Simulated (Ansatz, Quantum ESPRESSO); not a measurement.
# KMgF3 (Pm-3m): zone-centre phonons, part 2 of 3

Aim: the zone-centre modes of KMgF3 (Pm-3m).

Quantum ESPRESSO 7.5; DFT LDA, scalar-relativistic, plane waves, JTH PAW pseudopotentials.

So far. Step 2 (A probe with smearing): A gap of 7.0 eV opens on this mesh, so the crystal is taken as an insulator; the start stands at -4.5 GPa. Step 4 (Ground state): The cell stands at 0.16 GPa, close enough for phonons. The relaxed cell has a = 3.906 Å (conventional setting).

**5. Zone-centre response**

At q = 0 one unit cell holds all displacements; symmetry groups them into irreducible representations that are solved one by one. The response to a field gives ε∞ and the Born charges, which polar modes need.

Contents of ph.in:

```
phonons
 &inputph
    prefix='x',
    outdir='./tmp',
    fildyn='g.dyn',
    tr2_ph=1.0d-18,
    epsil=.true.,
 /
0.000000000 0.000000000 0.000000000
```

Command:

```
> OMP_NUM_THREADS=1 mpirun -n 4 ph.x -nk 4 -in ph.in > ph.out
```

Output:

```text
[banners, grids, parts of the stress and lines that vanish by symmetry left out]
[banner, memory and clock lines left out]
Program PHONON v.7.5

     ./tmp/x.save/

     file K.upf: wavefunction(s)  3S 4S 3P 4P 0D renormalized
     file Mg.upf: wavefunction(s)  3P renormalized
     file F.upf: wavefunction(s)  0S 2P 0P renormalized

     IMPORTANT: XC functional enforced from input :
     Exchange-correlation= PW
                           (   1   4   0   0   0   0   0)
     Any further DFT definition will be discarded
     Please, verify this is what you really want

     G-vector sticks info

     Reading collected, re-writing distributed wavefunctions in ./tmp/

     Number and degeneracy of irreps per q-point
       N         xq(1)         xq(2)         xq(3)   N irreps
       1   0.000000000   0.000000000   0.000000000       5
        3   3   3   3   3

     Calculation of q =    0.0000000   0.0000000   0.0000000

     phonons

     bravais-lattice index     =            0
     lattice parameter (alat)  =       7.3821  a.u.
     unit-cell volume          =     402.2908 (a.u.)^3
     number of atoms/cell      =            5
     number of atomic types    =            3
     kinetic-energy cut-off    =      50.0000  Ry
     charge density cut-off    =     250.0000  Ry
     convergence threshold     =      1.0E-18
     beta                      =       0.7000
     number of iterations used =            4
     Exchange-correlation= PW
                           (   1   4   0   0   0   0   0)

     celldm(1)=    7.38210  celldm(2)=    0.00000  celldm(3)=    0.00000
     celldm(4)=    0.00000  celldm(5)=    0.00000  celldm(6)=    0.00000

     crystal axes: (cart. coord. in units of alat)
               a(1) = (  1.0000  0.0000  0.0000 )
               a(2) = (  0.0000  1.0000  0.0000 )
               a(3) = (  0.0000  0.0000  1.0000 )

     reciprocal axes: (cart. coord. in units 2 pi/alat)
               b(1) = (  1.0000  0.0000  0.0000 )
               b(2) = (  0.0000  1.0000  0.0000 )
               b(3) = (  0.0000  0.0000  1.0000 )

     Atoms inside the unit cell:

     Cartesian axes

     site n.  atom      mass           positions (alat units)
        1  K      39.0983   tau(    1) = (    0.50000    0.50000    0.50000  )
        2  Mg     24.3050   tau(    2) = (    0.00000    0.00000    0.00000  )
        3  F      18.9984   tau(    3) = (    0.50000    0.00000    0.00000  )
        4  F      18.9984   tau(    4) = (    0.00000    0.50000    0.00000  )
        5  F      18.9984   tau(    5) = (    0.00000    0.00000    0.50000  )

     Computing dynamical matrix for
                    q = (   0.0000000   0.0000000   0.0000000 )

     49 Sym.Ops. (with q -> -q+G )

     G cutoff =  345.0964  (  26961 G-vectors)     FFT grid: ( 40, 40, 40)
     G cutoff =  276.0771  (  19309 G-vectors)  smooth grid: ( 36, 36, 36)
     number of k points=    20
                       cart. coord. in units 2pi/alat
        k(    1) = (   0.0000000   0.0000000   0.0000000), wk =   0.0092593
        k(    2) = (   0.0000000   0.0000000   0.1666667), wk =   0.0555556
        k(    3) = (   0.0000000   0.0000000   0.3333333), wk =   0.0555556
        [... further k-points left out ...]

     PseudoPot. # 1 for K  read from file:
     ./pseudo/K.upf
     Pseudo is Projector augmented-wave + core cor, Zval =  9.0
     Shape of augmentation charge: SINC**2
     Using radial grid of 1013 points,  5 beta functions with:
                l(1) =   0
                l(2) =   0
                l(3) =   1
                l(4) =   1
                l(5) =   2
     Q(r) pseudized with 0 coefficients

     PseudoPot. # 2 for Mg read from file:
     ./pseudo/Mg.upf
     Pseudo is Projector augmented-wave + core cor, Zval = 10.0
     Shape of augmentation charge: SINC**2
     Using radial grid of  976 points,  4 beta functions with:
                l(1) =   0
                l(2) =   0
                l(3) =   1
                l(4) =   1
     Q(r) pseudized with 0 coefficients

     PseudoPot. # 3 for F  read from file:
     ./pseudo/F.upf
     Pseudo is Projector augmented-wave + core cor, Zval =  7.0
     Shape of augmentation charge: SINC**2
     Using radial grid of  953 points,  4 beta functions with:
                l(1) =   0
                l(2) =   0
                l(3) =   1
                l(4) =   1
     Q(r) pseudized with 0 coefficients

     Mode symmetry, O_h (m-3m)  point group:

     Electric field:
     Dielectric constant
     Born effective charges as d Force / d E

     Atomic displacements:
     There are    5 irreducible representations

     Representation     1      3 modes -  To be done

     Representation     2      3 modes -  To be done

     Representation     3      3 modes -  To be done

     Representation     4      3 modes -  To be done

     Representation     5      3 modes -  To be done

     Alpha used in Ewald sum =   2.3000

     Electric Fields Calculation

      thresh= 1.000E-02 alpha_mix =  0.700 |ddv_scf|^2 =  2.016E-08

      thresh= 1.420E-05 alpha_mix =  0.700 |ddv_scf|^2 =  4.424E-09

      thresh= 6.651E-06 alpha_mix =  0.700 |ddv_scf|^2 =  3.273E-11

      thresh= 5.721E-07 alpha_mix =  0.700 |ddv_scf|^2 =  1.350E-12

      thresh= 1.162E-07 alpha_mix =  0.700 |ddv_scf|^2 =  2.549E-14

      thresh= 1.597E-08 alpha_mix =  0.700 |ddv_scf|^2 =  2.395E-16

      thresh= 1.547E-09 alpha_mix =  0.700 |ddv_scf|^2 =  2.003E-18

      thresh= 1.415E-10 alpha_mix =  0.700 |ddv_scf|^2 =  1.238E-19

     End of electric fields calculation

          Dielectric constant in cartesian axis

          (       2.147905247       0.000000000       0.000000000 )
          (       0.000000000       2.147905247       0.000000000 )
          (       0.000000000       0.000000000       2.147905247 )

          Effective charges (d Force / dE) in cartesian axis without acoustic sum rule applied (asr)

           atom    1  K     Mean Z*:        1.19140
      Ex  (        1.19140        0.00000        0.00000 )
      Ey  (        0.00000        1.19140        0.00000 )
      Ez  (        0.00000        0.00000        1.19140 )
           atom    2  Mg    Mean Z*:        1.96954
      Ex  (        1.96954        0.00000        0.00000 )
      Ey  (        0.00000        1.96954        0.00000 )
      Ez  (        0.00000        0.00000        1.96954 )
           atom    3  F     Mean Z*:       -1.05641
      Ex  (       -1.23096        0.00000        0.00000 )
      Ey  (        0.00000       -0.96913        0.00000 )
      Ez  (        0.00000        0.00000       -0.96913 )
           atom    4  F     Mean Z*:       -1.05641
      Ex  (       -0.96913        0.00000        0.00000 )
      Ey  (        0.00000       -1.23096        0.00000 )
      Ez  (        0.00000        0.00000       -0.96913 )
           atom    5  F     Mean Z*:       -1.05641
      Ex  (       -0.96913        0.00000        0.00000 )
      Ey  (        0.00000       -0.96913        0.00000 )
      Ez  (        0.00000        0.00000       -1.23096 )

          Effective charges Sum: Mean:       -0.00827
             -0.00827        0.00000        0.00000
              0.00000       -0.00827        0.00000
              0.00000        0.00000       -0.00827

          Effective charges (d Force / dE) in cartesian axis with asr applied:
           atom    1  K     Mean Z*:        1.19306
      E*x (        1.19306        0.00000        0.00000 )
      E*y (        0.00000        1.19306        0.00000 )
      E*z (        0.00000        0.00000        1.19306 )
           atom    2  Mg    Mean Z*:        1.97120
      E*x (        1.97120        0.00000        0.00000 )
      E*y (        0.00000        1.97120        0.00000 )
      E*z (        0.00000        0.00000        1.97120 )
           atom    3  F     Mean Z*:       -1.05475
      E*x (       -1.22930        0.00000        0.00000 )
      E*y (        0.00000       -0.96748        0.00000 )
      E*z (        0.00000        0.00000       -0.96748 )
           atom    4  F     Mean Z*:       -1.05475
      E*x (       -0.96748        0.00000        0.00000 )
      E*y (        0.00000       -1.22930        0.00000 )
      E*z (        0.00000        0.00000       -0.96748 )
           atom    5  F     Mean Z*:       -1.05475
      E*x (       -0.96748        0.00000        0.00000 )
      E*y (        0.00000       -0.96748        0.00000 )
      E*z (        0.00000        0.00000       -1.22930 )

     Representation #   1 modes #   1   2   3

     Self-consistent Calculation

      thresh= 1.000E-02 alpha_mix =  0.700 |ddv_scf|^2 =  9.688E-07

      thresh= 9.843E-05 alpha_mix =  0.700 |ddv_scf|^2 =  3.954E-08

      thresh= 1.989E-05 alpha_mix =  0.700 |ddv_scf|^2 =  1.089E-09

      thresh= 3.300E-06 alpha_mix =  0.700 |ddv_scf|^2 =  1.184E-11

      thresh= 3.442E-07 alpha_mix =  0.700 |ddv_scf|^2 =  8.527E-14

      thresh= 2.920E-08 alpha_mix =  0.700 |ddv_scf|^2 =  9.717E-16

[...]
End of self-consistent calculation

     Convergence has been achieved

     Representation #   2 modes #   4   5   6

     Self-consistent Calculation

[...]
End of self-consistent calculation

     Convergence has been achieved

     Representation #   3 modes #   7   8   9

     Self-consistent Calculation

[...]
End of self-consistent calculation

     Convergence has been achieved

     Representation #   4 modes #  10  11  12

     Self-consistent Calculation

[...]
thresh= 3.124E-10 alpha_mix =  0.700 |ddv_scf|^2 =  1.539E-19

     End of self-consistent calculation

     Convergence has been achieved

     Representation #   5 modes #  13  14  15

     Self-consistent Calculation

      thresh= 1.000E-02 alpha_mix =  0.700 |ddv_scf|^2 =  4.880E-07

      thresh= 6.985E-05 alpha_mix =  0.700 |ddv_scf|^2 =  2.556E-10

      thresh= 1.599E-06 alpha_mix =  0.700 |ddv_scf|^2 =  2.080E-12

      thresh= 1.442E-07 alpha_mix =  0.700 |ddv_scf|^2 =  4.207E-15

      thresh= 6.486E-09 alpha_mix =  0.700 |ddv_scf|^2 =  1.754E-17

      thresh= 4.188E-10 alpha_mix =  0.700 |ddv_scf|^2 =  2.910E-19

     End of self-consistent calculation

     Convergence has been achieved

     Number of q in the star =    1
     List of q in the star:
          1   0.000000000   0.000000000   0.000000000

          Dielectric constant in cartesian axis

          (       2.147905247       0.000000000       0.000000000 )
          (       0.000000000       2.147905247       0.000000000 )
          (       0.000000000       0.000000000       2.147905247 )

          Effective charges (d Force / dE) in cartesian axis without acoustic sum rule applied (asr)

           atom    1  K     Mean Z*:        1.19140
      Ex  (        1.19140        0.00000        0.00000 )
      Ey  (        0.00000        1.19140        0.00000 )
      Ez  (        0.00000        0.00000        1.19140 )
           atom    2  Mg    Mean Z*:        1.96954
      Ex  (        1.96954        0.00000        0.00000 )
      Ey  (        0.00000        1.96954        0.00000 )
      Ez  (        0.00000        0.00000        1.96954 )
           atom    3  F     Mean Z*:       -1.05641
      Ex  (       -1.23096        0.00000        0.00000 )
      Ey  (        0.00000       -0.96913        0.00000 )
      Ez  (        0.00000        0.00000       -0.96913 )
           atom    4  F     Mean Z*:       -1.05641
      Ex  (       -0.96913        0.00000        0.00000 )
      Ey  (        0.00000       -1.23096        0.00000 )
      Ez  (        0.00000        0.00000       -0.96913 )
           atom    5  F     Mean Z*:       -1.05641
      Ex  (       -0.96913        0.00000        0.00000 )
      Ey  (        0.00000       -0.96913        0.00000 )
      Ez  (        0.00000        0.00000       -1.23096 )

          Effective charges Sum: Mean:       -0.00827
             -0.00827        0.00000        0.00000
              0.00000       -0.00827        0.00000
              0.00000        0.00000       -0.00827

          Effective charges (d Force / dE) in cartesian axis with asr applied:
           atom    1  K     Mean Z*:        1.19306
      E*x (        1.19306        0.00000        0.00000 )
      E*y (        0.00000        1.19306        0.00000 )
      E*z (        0.00000        0.00000        1.19306 )
           atom    2  Mg    Mean Z*:        1.97120
      E*x (        1.97120        0.00000        0.00000 )
      E*y (        0.00000        1.97120        0.00000 )
      E*z (        0.00000        0.00000        1.97120 )
           atom    3  F     Mean Z*:       -1.05475
      E*x (       -1.22930        0.00000        0.00000 )
      E*y (        0.00000       -0.96748        0.00000 )
      E*z (        0.00000        0.00000       -0.96748 )
           atom    4  F     Mean Z*:       -1.05475
      E*x (       -0.96748        0.00000        0.00000 )
      E*y (        0.00000       -1.22930        0.00000 )
      E*z (        0.00000        0.00000       -0.96748 )
           atom    5  F     Mean Z*:       -1.05475
      E*x (       -0.96748        0.00000        0.00000 )
      E*y (        0.00000       -0.96748        0.00000 )
      E*z (        0.00000        0.00000       -1.22930 )

     Diagonalizing the dynamical matrix

     q = (    0.000000000   0.000000000   0.000000000 )

 **************************************************************************
     freq (    1) =      -0.059538 [THz] =      -1.985988 [cm-1]
     freq (    2) =      -0.059538 [THz] =      -1.985988 [cm-1]
     freq (    3) =      -0.059538 [THz] =      -1.985988 [cm-1]
     freq (    4) =       4.792324 [THz] =     159.854734 [cm-1]
     freq (    5) =       4.792324 [THz] =     159.854734 [cm-1]
     freq (    6) =       4.792324 [THz] =     159.854734 [cm-1]
     freq (    7) =       5.584861 [THz] =     186.290919 [cm-1]
     freq (    8) =       5.584861 [THz] =     186.290919 [cm-1]
     freq (    9) =       5.584861 [THz] =     186.290919 [cm-1]
     freq (   10) =       8.537585 [THz] =     284.783195 [cm-1]
     freq (   11) =       8.537585 [THz] =     284.783195 [cm-1]
     freq (   12) =       8.537585 [THz] =     284.783195 [cm-1]
     freq (   13) =      15.834865 [THz] =     528.194245 [cm-1]
     freq (   14) =      15.834865 [THz] =     528.194245 [cm-1]
     freq (   15) =      15.834865 [THz] =     528.194245 [cm-1]
 **************************************************************************

     Mode symmetry, O_h (m-3m)  point group:

     freq (   1-   3) =         -2.0  [cm-1]   --> T_1u G_15  G_4- I
     freq (   4-   6) =        159.9  [cm-1]   --> T_1u G_15  G_4- I
     freq (   7-   9) =        186.3  [cm-1]   --> T_2u G_25  G_5-
     freq (  10-  12) =        284.8  [cm-1]   --> T_1u G_15  G_4- I
     freq (  13-  15) =        528.2  [cm-1]   --> T_1u G_15  G_4- I
```

The job ended after 11 min (4 MPI ranks of Arm Neoverse N1, shared host; 42 min of CPU time).

This step gave:

| Item | Value |
| --- | --- |
| miss of the charge sum rule | 0.008280 e |
| largest acoustic frequency at the zone centre before the sum rule | -1.99 cm⁻¹ |
| highest optical zone-centre mode (no LO-TO term) | 528.2 cm⁻¹ |
| lowest optical zone-centre mode | 159.8 cm⁻¹ |
| mean high-frequency dielectric constant | 2.148 |
| largest Born charge in size (third of the trace) | 1.970 e |

Optical modes; normalised displacements of the dynamical-matrix file. The modes at Γ (shares of kinetic energy by element, %):

| mode | frequency (cm⁻¹) | symmetry | K % | Mg % | F % |
| --- | --- | --- | --- | --- | --- |
| 1 | 159.9 | T1u | 67 | 6 | 27 |
| 2 | 159.9 | T1u | 67 | 6 | 27 |
| 3 | 159.9 | T1u | 67 | 6 | 27 |
| 4 | 186.3 | T2u | 0 | 0 | 100 |
| 5 | 186.3 | T2u | 0 | 0 | 100 |
| 6 | 186.3 | T2u | 0 | 0 | 100 |
| 7 | 284.8 | T1u | 1 | 40 | 59 |
| 8 | 284.8 | T1u | 1 | 40 | 59 |
| 9 | 284.8 | T1u | 1 | 40 | 59 |
| 10 | 528.2 | T1u | 0 | 34 | 66 |
| 11 | 528.2 | T1u | 0 | 34 | 66 |
| 12 | 528.2 | T1u | 0 | 34 | 66 |

Displacements in mode 1 (159.9 cm⁻¹), the largest set to 1:
```
K1   1.00 -0.32  0.00
Mg2 -0.37  0.12  0.00
F3  -0.45  0.18  0.00
F4  -0.57  0.14  0.00
F5  -0.57  0.18  0.00
```

Displacements in mode 7 (284.8 cm⁻¹), the largest set to 1:
```
K1  -0.10  0.02  0.00
Mg2  1.00 -0.15  0.03
F3   0.64  0.13 -0.03
F4  -0.86 -0.10 -0.03
F5  -0.86  0.13  0.02
```

Born charge (rows field, columns displacement), before the sum rule (e), principal values of the symmetric part by kind of site:

| atom | atoms with these values | low | middle | high | mean |
| --- | --- | --- | --- | --- | --- |
| K1 | 1 | 1.19 | 1.19 | 1.19 | 1.19 |
| Mg2 | 1 | 1.97 | 1.97 | 1.97 | 1.97 |
| F3 | 3 | -1.23 | -0.97 | -0.97 | -1.06 |

In full for Mg2:

```
1.97 0.00 0.00
0.00 1.97 0.00
0.00 0.00 1.97
```

High-frequency dielectric tensor:

```
2.15 0.00 0.00
0.00 2.15 0.00
0.00 0.00 2.15
```

The acoustic modes at Γ come out as far as 2.0 cm⁻¹ from zero, where they should vanish, a small numerical error; the Born charges miss their sum rule by 0.0083 e, which is good.

**6. Zone-centre analysis**

A rigid shift of the crystal must cost nothing, but grids and finite bases break this; the acoustic sum rule is imposed before the matrix is diagonalised again. With Born charges the intensities follow, and the static dielectric tensor.

Contents of dynmat.in:

```
 &input
    fildyn='g.dyn',
    asr='simple',
    lperm=.true.,
 /
```

Command:

```
> dynmat.x -in dynmat.in > dynmat.out
```

Output:

```text
[banner, memory and clock lines left out]
Program DYNMAT v.7.5

     Reading Dynamical Matrix from file g.dyn
     ...Force constants read
     ...epsilon and Z* read
     A direction for q was not specified:TO-LO splitting will be absent

     Polarizability (A^3 units)
     multiply by 0.723257 for Clausius-Mossotti correction
         5.445525    0.000000    0.000000
         0.000000    5.445525    0.000000
         0.000000    0.000000    5.445525

     IR activities are in (D/A)^2/amu units

# mode   [cm-1]    [THz]      IR
    1     -0.00   -0.0000    0.0000
    2      0.00    0.0000    0.0000
    3      0.00    0.0000    0.0000
    4    159.85    4.7920    1.7645
    5    159.85    4.7920    1.7645
    6    159.85    4.7920    1.7645
    7    186.26    5.5838    0.0000
    8    186.26    5.5838    0.0000
    9    186.26    5.5838    0.0000
   10    284.84    8.5392    2.8186
   11    284.84    8.5392    2.8186
   12    284.84    8.5392    2.8186
   13    528.17   15.8341    4.0537
   14    528.17   15.8341    4.0537
   15    528.17   15.8341    4.0537

Electronic dielectric permittivity tensor (relative, adimensional)
         2.147905    0.000000    0.000000
         0.000000    2.147905    0.000000
         0.000000    0.000000    2.147905

 ... with zone-center polar mode contributions
         6.381510   -0.000000   -0.000000
        -0.000000    6.381510   -0.000000
        -0.000000   -0.000000    6.381510

[end of the log left out, with the tail of the file of modes that dynmat.x writes under the same name]
```

Run time: 0.49 s. Hardware: 1 thread.

This step gave:

* mean static dielectric constant: 6.381

Zone-centre frequencies as printed; negative means imaginary. Modes:

| mode | frequency (cm⁻¹) |
| --- | --- |
| 1 | 0 |
| 2 | 0 |
| 3 | 0 |
| 4 | 159.8 |
| 5 | 159.8 |
| 6 | 159.8 |
| 7 | 186.3 |
| 8 | 186.3 |
| 9 | 186.3 |
| 10 | 284.8 |
| 11 | 284.8 |
| 12 | 284.8 |
| 13 | 528.2 |
| 14 | 528.2 |
| 15 | 528.2 |

Degenerate modes summed, no LO-TO term. Lines of the infrared spectrum (strongest = 100):

| position (cm⁻¹) | lines merged | label | IR intensity, relative |
| --- | --- | --- | --- |
| 160 | 3 | T1u | 44 |
| 186 | 3 | T2u | 0.0 |
| 285 | 3 | T1u | 70 |
| 528 | 3 | T1u | 100 |

Static dielectric tensor (ions relaxed, fixed cell):

```
6.38 0.00 0.00
0.00 6.38 0.00
0.00 0.00 6.38
```

The rule moves no optical mode by more than 0.1 cm⁻¹.

(Part 2 of 3 ends here.)

[Host names and launcher messages were left out of these logs when they were recorded.]

[Logs are printed without paths, hosts, clocks, repeated set-up lines and the standing remarks that a program may print on its own settings, such as how far it seeks lower states.]

[Hosts, paths, dates, database ids (printed as entryN), source tags and the programs' standing remarks are cut or masked in the printed files.]
